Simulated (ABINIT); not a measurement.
**A GW chain in ABINIT: BaTiO3 (R3m)**

How does a plane-wave GW calculation on BaTiO3 (R3m) run from the first input to the gap?

Method: LDA and many-body steps on it, plane waves, in ABINIT 10.8.3.

This is a report of a sequence of runs, with most program output left out.

## Step 1: Starting point

Symmetry: R3m, No. 160, trigonal system. The conventional cell has a = 5.655 Å, b = 5.655 Å, c = 6.955 Å, α = 90.00°, β = 90.00°, γ = 120.00°. Nearest to Ba lie 12 O at 2.79 to 2.89 Å. Nearest to Ti lie 6 O at 1.87 to 2.14 Å. O has 2 Ti at 1.87 to 2.14 Å and 4 Ba at 2.79 to 2.89 Å nearest. Farther neighbours and most contacts between anions are not listed.

Structure file:

```cif
data_structure
_symmetry_space_group_name_H-M 'P 1'
_symmetry_Int_Tables_number 1
_cell_length_a 4.0042
_cell_length_b 4.0042
_cell_length_c 4.0042
_cell_angle_alpha 89.837
_cell_angle_beta 89.837
_cell_angle_gamma 89.837
_cell_volume 64.20
loop_
_atom_site_label
_atom_site_type_symbol
_atom_site_fract_x
_atom_site_fract_y
_atom_site_fract_z
_atom_site_occupancy
Ba1 Ba 0.00000 0.00000 0.00000 1
Ti2 Ti 0.48450 0.48450 0.48450 1
O3 O 0.50860 0.50860 0.01750 1
O4 O 0.01750 0.50860 0.50860 1
O5 O 0.50860 0.01750 0.50860 1
```

The cell and positions come from the Crystallography Open Database and are kept as given unless a step says otherwise. Spin-orbit coupling is left out unless a step names it.

## Step 2: Ground state

This step: ABINIT 10.8.3; DFT, LDA, plane waves, norm-conserving pseudopotentials.

The ground-state density comes first.

run.abi reads:

```
acell 3*1.0 Angstrom
rprim 
  2.827366608379 1.632380872429 2.318393493212
  -2.827366608379 1.632380872429 2.318393493212
  -0.000000000000 -3.264761744908 2.318393493176
ntypat 3
znucl 56 22 8
natom 5
typat 1 2 3 3 3
xred 
  0.000000000000 0.000000000000 0.000000000000
  0.484500000000 0.484500000000 0.484500000000
  0.508600000000 0.508600000000 0.017500000000
  0.017500000000 0.508600000000 0.508600000000
  0.508600000000 0.017500000000 0.508600000000
pp_dirpath "pseudos"
pseudos "Ba.upf, Ti.upf, O.upf"
ecut 38
ngkpt 6 6 6
nshiftk 1
shiftk 0 0 0
kptopt 1
chksymbreak 0
nband 26
occopt 1
tolvrs 1e-10
nstep 60
prtwf 0
optforces 0
optstress 0
indata_prefix "in"
outdata_prefix "out"
tmpdata_prefix "tmp"
```

Command:

```bash
$ OMP_NUM_THREADS=1 mpirun -n 4 abinit run.abi > log
```

It took 48 s on 4 MPI ranks of Arm Neoverse V2, shared host; peak memory 0.37 GiB.

This step gave:

* total energy: -3738.7677 eV
* gap: 2.348 eV
* k of the valence top: 0.5, 0.5, 0.5
* k of the conduction bottom: 0, 0, 0
* least direct gap: 2.731 eV

The gap is indirect, with the least direct gap 0.38 eV higher.

## Step 3: Bands along the symmetry lines

Levels along a band path, at the cheap level, show where the edges lie and whether the meshes to come will hold them.

run.abi reads:

```
acell 3*1.0 Angstrom
rprim 
  2.827366608379 1.632380872429 2.318393493212
  -2.827366608379 1.632380872429 2.318393493212
  -0.000000000000 -3.264761744908 2.318393493176
ntypat 3
znucl 56 22 8
natom 5
typat 1 2 3 3 3
xred 
  0.000000000000 0.000000000000 0.000000000000
  0.484500000000 0.484500000000 0.484500000000
  0.508600000000 0.508600000000 0.017500000000
  0.017500000000 0.508600000000 0.508600000000
  0.508600000000 0.017500000000 0.508600000000
pp_dirpath "pseudos"
pseudos "Ba.upf, Ti.upf, O.upf"
ecut 38
iscf -2
irdden 1
kptopt 0
nkpt 59
kpt 
  0.00000000 0.00000000 0.00000000
  0.06250000 0.06250000 0.06250000
  0.12500000 0.12500000 0.12500000
  0.18750000 0.18750000 0.18750000
  0.25000000 0.25000000 0.25000000
  0.31250000 0.31250000 0.31250000
  0.37500000 0.37500000 0.37500000
  0.43750000 0.43750000 0.43750000
  0.50000000 0.50000000 0.50000000
  0.50035360 0.49964640 0.50000000
  0.50070720 0.49929280 0.50000000
  0.50106080 0.49893920 0.50000000
  0.50141440 0.49858560 0.50000000
  0.50176799 0.49823201 0.50000000
  0.50212159 0.49787841 0.50000000
  0.50247519 0.49752481 0.50000000
  0.50282879 0.49717121 0.50000000
  0.50000000 -0.49717121 0.49717121
  0.50000000 -0.43502481 0.43502481
  0.50000000 -0.37287841 0.37287841
  0.50000000 -0.31073201 0.31073201
  0.50000000 -0.24858560 0.24858560
  0.50000000 -0.18643920 0.18643920
  0.50000000 -0.12429280 0.12429280
  0.50000000 -0.06214640 0.06214640
  0.50000000 0.00000000 0.00000000
  0.43750000 0.00000000 0.00000000
  0.37500000 0.00000000 0.00000000
  0.31250000 0.00000000 0.00000000
  0.25000000 0.00000000 0.00000000
  0.18750000 0.00000000 0.00000000
  0.12500000 0.00000000 0.00000000
  0.06250000 0.00000000 0.00000000
  0.00000000 0.00000000 0.00000000
  0.06232320 -0.06232320 0.00000000
  0.12464640 -0.12464640 0.00000000
  0.18696960 -0.18696960 0.00000000
  0.24929281 -0.24929281 0.00000000
  0.31161601 -0.31161601 0.00000000
  0.37393921 -0.37393921 0.00000000
  0.43626241 -0.43626241 0.00000000
  0.49858561 -0.49858561 -0.00000000
  0.50141439 0.00000000 0.49858561
  0.50123759 0.00000000 0.49876241
  0.50106079 0.00000000 0.49893921
  0.50088399 0.00000000 0.49911601
  0.50070719 0.00000000 0.49929281
  0.50053040 0.00000000 0.49946960
  0.50035360 0.00000000 0.49964640
  0.50017680 0.00000000 0.49982320
  0.50000000 0.00000000 0.50000000
  0.43750000 0.00000000 0.43750000
  0.37500000 0.00000000 0.37500000
  0.31250000 0.00000000 0.31250000
  0.25000000 0.00000000 0.25000000
  0.18750000 0.00000000 0.18750000
  0.12500000 0.00000000 0.12500000
  0.06250000 0.00000000 0.06250000
  0.00000000 0.00000000 0.00000000
istwfk *1
nband 31
nbdbuf 6
tolwfr 1e-07
nstep 50
prtwf 0
prtvol 0
indata_prefix "in"
outdata_prefix "out"
tmpdata_prefix "tmp"
```

Run time: 36 s. Hardware: 4 MPI ranks; peak memory 0.4 GiB.

This step gave:

```
gap                        : 2.348 eV
k of the valence top       : 0.5, 0.5, 0.5
k of the conduction bottom : 0, 0, 0
least direct gap           : 2.716 eV
```

The gap is 2.348 eV, as in the run before at this level.

Electronic bands along the path, in eV, zero at the top of the highest filled band:

| point | band 17 | band 18 | band 19 | band 20 | band 21 | band 22 | band 23 | band 24 |
| --- | --- | --- | --- | --- | --- | --- | --- | --- |
| Γ | -1.09 | -0.53 | -0.38 | -0.38 | 2.35 | 2.35 | 2.50 | 4.59 |
| halfway | -2.35 | -0.75 | -0.75 | -0.57 | 3.53 | 3.53 | 3.53 | 6.31 |
| T | -2.33 | -0.02 | -0.02 | 0.00 | 4.36 | 4.52 | 4.52 | 6.61 |
| halfway | -2.33 | -0.02 | -0.02 | 0.00 | 4.36 | 4.52 | 4.52 | 6.61 |
| H2 | -2.33 | -0.02 | -0.02 | 0.00 | 4.36 | 4.52 | 4.52 | 6.61 |
| jump to H0 | -2.33 | -0.02 | -0.02 | 0.00 | 4.36 | 4.52 | 4.52 | 6.61 |
| halfway | -2.13 | -0.84 | -0.60 | -0.52 | 3.53 | 3.98 | 4.09 | 6.26 |
| L | -1.70 | -1.64 | -0.96 | -0.82 | 2.52 | 3.81 | 3.90 | 4.55 |
| halfway | -1.44 | -1.23 | -0.66 | -0.62 | 2.44 | 3.07 | 3.15 | 4.58 |
| Γ | -1.09 | -0.53 | -0.38 | -0.38 | 2.35 | 2.35 | 2.50 | 4.59 |
| halfway | -1.63 | -1.08 | -0.89 | -0.48 | 2.98 | 3.22 | 3.41 | 5.04 |
| S0 | -1.63 | -0.88 | -0.83 | -0.08 | 3.88 | 3.89 | 4.23 | 5.15 |
| jump to S2 | -1.63 | -0.88 | -0.83 | -0.08 | 3.88 | 3.89 | 4.23 | 5.15 |
| halfway | -1.63 | -0.88 | -0.83 | -0.08 | 3.88 | 3.89 | 4.23 | 5.15 |
| F | -1.63 | -0.88 | -0.83 | -0.08 | 3.88 | 3.89 | 4.23 | 5.15 |
| halfway | -1.66 | -1.00 | -0.92 | -0.50 | 3.07 | 3.20 | 3.41 | 5.05 |
| Γ | -1.09 | -0.53 | -0.38 | -0.38 | 2.35 | 2.35 | 2.50 | 4.59 |

## Step 4: Empty states on the mesh, 2×2×2 mesh, 132 bands

The sums over transitions need many empty states on a uniform mesh; this step solves for them.

run.abi reads:

```
acell 3*1.0 Angstrom
rprim 
  2.827366608379 1.632380872429 2.318393493212
  -2.827366608379 1.632380872429 2.318393493212
  -0.000000000000 -3.264761744908 2.318393493176
ntypat 3
znucl 56 22 8
natom 5
typat 1 2 3 3 3
xred 
  0.000000000000 0.000000000000 0.000000000000
  0.484500000000 0.484500000000 0.484500000000
  0.508600000000 0.508600000000 0.017500000000
  0.017500000000 0.508600000000 0.508600000000
  0.508600000000 0.017500000000 0.508600000000
pp_dirpath "pseudos"
pseudos "Ba.upf, Ti.upf, O.upf"
ecut 38
ngkpt 2 2 2
nshiftk 1
shiftk 0 0 0
kptopt 1
chksymbreak 0
iscf -2
irdden 1
istwfk *1
nband 132
nbdbuf 12
tolwfr 1e-09
nstep 60
prtvol 0
indata_prefix "in"
outdata_prefix "out"
tmpdata_prefix "tmp"
```

Elapsed: 22 s, on 4 MPI ranks; peak memory 0.34 GiB.

This step gave:

```yaml
gap: 2.348 eV
k_of_the_valence_top: 0.5, 0.5, 0.5
k_of_the_conduction_bottom: 0, 0, 0
least_direct_gap: 2.731 eV
k_points_computed: 4
lowest_point_of_the_top_converged_band_above_the_valence_top: 68.2886 eV
```

On this mesh the gap is 2.348 eV.

## Step 5: Screening, 2×2×2 mesh, 120 bands, screening to 106.1 eV

The RPA dielectric matrix is built and inverted for each q.

This step: RPA screening on LDA, plane waves, norm-conserving pseudopotentials.

run.abi, as its differences from that of step 4:

```diff
@@ -23,10 +23,11 @@
 chksymbreak 0
-iscf -2
-irdden 1
 istwfk *1
-nband 132
-nbdbuf 12
-tolwfr 1e-09
-nstep 60
-prtvol 0
+occopt 1
+irdwfk 1
+optdriver 3
+nband 120
+ecuteps 3.9
+inclvkb 2
+awtr 1
+symchi 1
 indata_prefix "in"
```

It took 10 s on 4 MPI ranks; peak memory 0.64 GiB.

This step gave:

```yaml
eps_infinity_with_local_fields_on_this_mesh_along_the_program_s_q_direction: 6.589
the_same_without_local_fields: 7.574
plasma_frequency: 29.31 eV
plane_waves_in_the_screening_matrix: 171
```

Local fields lower ε∞ by 13 %. On a Γ-centred mesh this coarse the value itself is usually too large, while a short band sum pulls it down.

## Step 6: Self-energy, 2×2×2 mesh, 120 bands, screening to 106.1 eV

The self-energy is evaluated for the states that the input lists, and the levels follow from it, in one-shot runs by the linearised quasiparticle equation.

This step: G0W0 on LDA, plane waves, norm-conserving pseudopotentials.

run.abi, as its differences from that of step 5:

```diff
@@ -26,8 +26,21 @@
 irdwfk 1
-optdriver 3
+optdriver 4
 nband 120
+gwcalctyp 0
+ecutsigx 38
+symsigma 1
+nkptgw 4
+kptgw 
+  0.0000000000 0.0000000000 0.0000000000
+  0.5000000000 0.0000000000 0.0000000000
+  0.5000000000 0.5000000000 0.0000000000
+  0.5000000000 0.5000000000 0.5000000000
+bdgw 
+  12 25
+  12 25
+  12 25
+  12 25
 ecuteps 3.9
-inclvkb 2
-awtr 1
-symchi 1
+irdscr 1
+ppmodel 1
 indata_prefix "in"
```

Elapsed: 15 s, on 4 MPI ranks; peak memory 0.73 GiB.

Numbers from this step:

| Property | Result |
| --- | --- |
| G0W0 gap on the mesh | 4.130 eV |
| starting gap on the mesh | 2.348 eV |
| k of the valence top | 0.5, 0.5, 0.5 |
| k of the conduction bottom | 0, 0, 0 |
| Z at the valence top | 0.77 |
| Z at the conduction bottom | 0.788 |
| least direct G0W0 gap on the computed points | 4.531 eV |

The gap on the mesh goes from 2.35 eV to 4.13 eV, a correction of +1.78 eV.

Limits: finite bands, cutoff and mesh; no spin-orbit coupling; coarse k mesh. v1 is the top filled band, c1 the lowest empty one. Levels before and after the correction, in eV, zero at the valence-band top of each column:

|  | conduction bottom | valence top |
| --- | --- | --- |
| Kohn-Sham | 2.35 | 0.00 |
| G0W0 | 4.13 | 0.00 |

|  | level | energy (eV) |
| --- | --- | --- |
| Kohn-Sham | Γ v3 | -0.527 |
| Kohn-Sham | Γ v2-v1 | -0.383 |
| Kohn-Sham | Γ c1-c2 | 2.348 |
| Kohn-Sham | Γ c3 | 2.495 |
| Kohn-Sham | (0.5 0.5 0.5) v3-v2 | -0.016 |
| Kohn-Sham | (0.5 0.5 0.5) v1 | 0.000 |
| Kohn-Sham | (0.5 0.5 0.5) c1 | 4.363 |
| Kohn-Sham | (0.5 0.5 0.5) c2-c3 | 4.515 |
| G0W0 | Γ v3 | -0.510 |
| G0W0 | Γ v2-v1 | -0.401 |
| G0W0 | Γ c1-c2 | 4.130 |
| G0W0 | Γ c3 | 4.238 |
| G0W0 | (0.5 0.5 0.5) v3-v2 | -0.008 |
| G0W0 | (0.5 0.5 0.5) v1 | 0.000 |
| G0W0 | (0.5 0.5 0.5) c1 | 6.176 |
| G0W0 | (0.5 0.5 0.5) c2-c3 | 6.410 |

## Step 7: Where the time went

Times are wall times on 4 MPI ranks of Arm Neoverse V2, shared host, good to a factor of about two.

| step | time | share | memory (GiB) |
| --- | --- | --- | --- |
| ground state | 48 s | 36 % | 0.37 |
| bands along the symmetry lines | 36 s | 28 % | 0.4 |
| empty states on the mesh | 22 s | 17 % | 0.34 |
| screening | 10 s | 8 % | 0.64 |
| self-energy | 15 s | 11 % | 0.73 |

## Step 8: Outcome

| Property | Result |
| --- | --- |
| LDA gap | 2.35 eV, indirect |
| G0W0 gap on the mesh | 4.13 eV |
| GW settings | 2×2×2 mesh, 120 bands, screening to 106.1 eV, Godby-Needs plasmon pole |
| known limits | not at the basis limit; no spin-orbit coupling; coarse k mesh |

In words: G0W0 moves the gap on the mesh from 2.35 eV to 4.13 eV (+1.78 eV), with Z of 0.77 and 0.79 at the edges. Local fields lower the RPA ε∞ on this mesh from 7.57 to 6.59; a Γ-centred mesh this coarse tends to raise both, most where the direct gap is narrow, while a short band sum lowers them. Bands and cutoff are finite, so the gap is not at the basis limit. The miss can reach some tenths of an eV and take either sign; the mesh is an error of its own. The 2×2×2 mesh is coarse for this cell, which bears on the long-range parts of exchange and screening. The many-body steps are scalar-relativistic: spin-orbit coupling is not in them.

[Paths, hosts, dates, memory and timing lines, banners, echoed tables and standing remarks are left out of the program output.]

[Logs are printed without paths, hosts, clocks, repeated set-up lines and the standing remarks that a program may print on its own settings, such as how far it seeks lower states.]

[Runs of the session that timed out or met a known fault of the program may be left out.]

[Hosts, paths, dates, database ids (printed as entryN), source tags and the programs' standing remarks are cut or masked in the printed files.]

[G0W0 gaps are taken among the corrected bands and points alone; a level outside them can change the order at an edge.]

[Where Ansatz stands beside ABINIT at settings called matched, ABINIT's density can come from a denser mesh and the files from another edition; pairs whose starting gaps differed by over 0.03 eV were left out, so agreement reads better than it is.]
